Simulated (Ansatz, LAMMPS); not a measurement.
# Static equation of state of amorphous 29Ga2O3-71GeO2 (mol %) (86 atoms)

Density of this cell: 4.32 g/cm³. The cell holds 86 atoms: 14 Ga, 17 Ge and 55 O. Its edges and angles: a = 10.611 Å, b = 10.651 Å, c = 10.531 Å, α = 89.6°, β = 86.3°, γ = 89.5°. The starting structure: 86 atoms (14 Fe, 17 Ge, 55 O) placed at random at 3.93 g/cm³, melted at 5000 K for 10 ps at fixed volume with the Morse and Coulomb pair potential with partial charges (Pedone, Malavasi, Menziani, Cormack and Segre, J. Phys. Chem. B 110, 11780 (2006)). Quenched from 5000 K to 300 K at 100 K/ps and fixed volume, held 5 ps, then minimised at fixed cell. Then Fe was replaced by Ga and the cell scaled by 1.006 (the potential has no terms for the new elements, so the cell is a start for a DFT relaxation).

Calculated with Ansatz 0.2.0: Kohn-Sham DFT, PBE, PAW (set soft_2), plane waves; cutoff 420 eV, Γ point, gaussian smearing of 0.025 eV. Cell and atoms were relaxed first, to V0 = 13.811 Å³ an atom at a residual P0 = 0.008 GPa. The cell was then scaled evenly, and the atoms were relaxed at each volume.

```
volume (Å³/atom)  pressure (GPa)
          12.430               ?
          12.982           3.429
          13.396           1.625
          14.225          -1.334
          14.639          -2.388
```

Task: Fit the third-order Birch–Murnaghan equation to the rows given and extrapolate to the withheld row.

Worked fit:

Take the Eulerian strain f = ½[(V0/V)^(2/3) − 1] and the normalised pressure F = (P − P0) / [3f(1 + 2f)^(5/2)]. The third-order Birch–Murnaghan equation is then the line F = B0 + (3/2)B0(B′ − 4) f, so u = f and v = F.

| u = f | v = F (GPa) |
| --- | --- |
| 0.0210566 | 48.8584 |
| 0.0102569 | 49.9530 |
| -0.00975652 | 48.1525 |
| -0.0190507 | 46.1984 |

With n = 4: mean u = 6.2658e-4, mean v = 48.2906, Σ(u − ū)² = 0.0010051, Σ(u − ū)(v − v̄) = 0.070211. Slope b = 0.070211 / 0.0010051 = 69.852; intercept a = v̄ − b ū = 48.247.

So B0 = a = 48.2 GPa and B′ = 4 + 2b/(3a) = 4.97. At the withheld volume f = 0.03638, F = a + b f = 50.79 GPa, and P = P0 + 3f(1 + 2f)^(5/2) F.

Prediction at 12.430: 6.615 GPa. The run gave 5.602 GPa, so the fit is high by 1.0 GPa (18 % of the value).

The series isn't one smooth equation of state: even a line fitted to all rows, the withheld one included, misses F by up to 7.2 %, the count of bonds changes along the series and an atom moves over 0.5 Å in some relaxation. B0 and B′ are then only the numbers of this fit, not moduli of the material. Among the rows given, the largest miss of the fit is at 12.982, by 0.060 GPa (0.75 % of the range of the table).

Limits: Static cells at zero temperature; the cell shape is held. The program notes that the SCF threshold of these relaxations is loose for the stress. The quench rate of 100 K/ps is many orders above laboratory rates, so the cell is likely richer in defects and strain than a real sample. The network of bonds at the start is that of the classical potential that made the cell, and needn't be the one that DFT or experiment would give. Only the Γ point is sampled, in a cell whose shortest periodic width is 11 Å.

[Logs are printed without paths, hosts, clocks, repeated set-up lines and the standing remarks that a program may print on its own settings, such as how far it seeks lower states.]

[Hosts, paths, dates, database ids (printed as entryN), source tags and the programs' standing remarks are cut or masked in the printed files.]
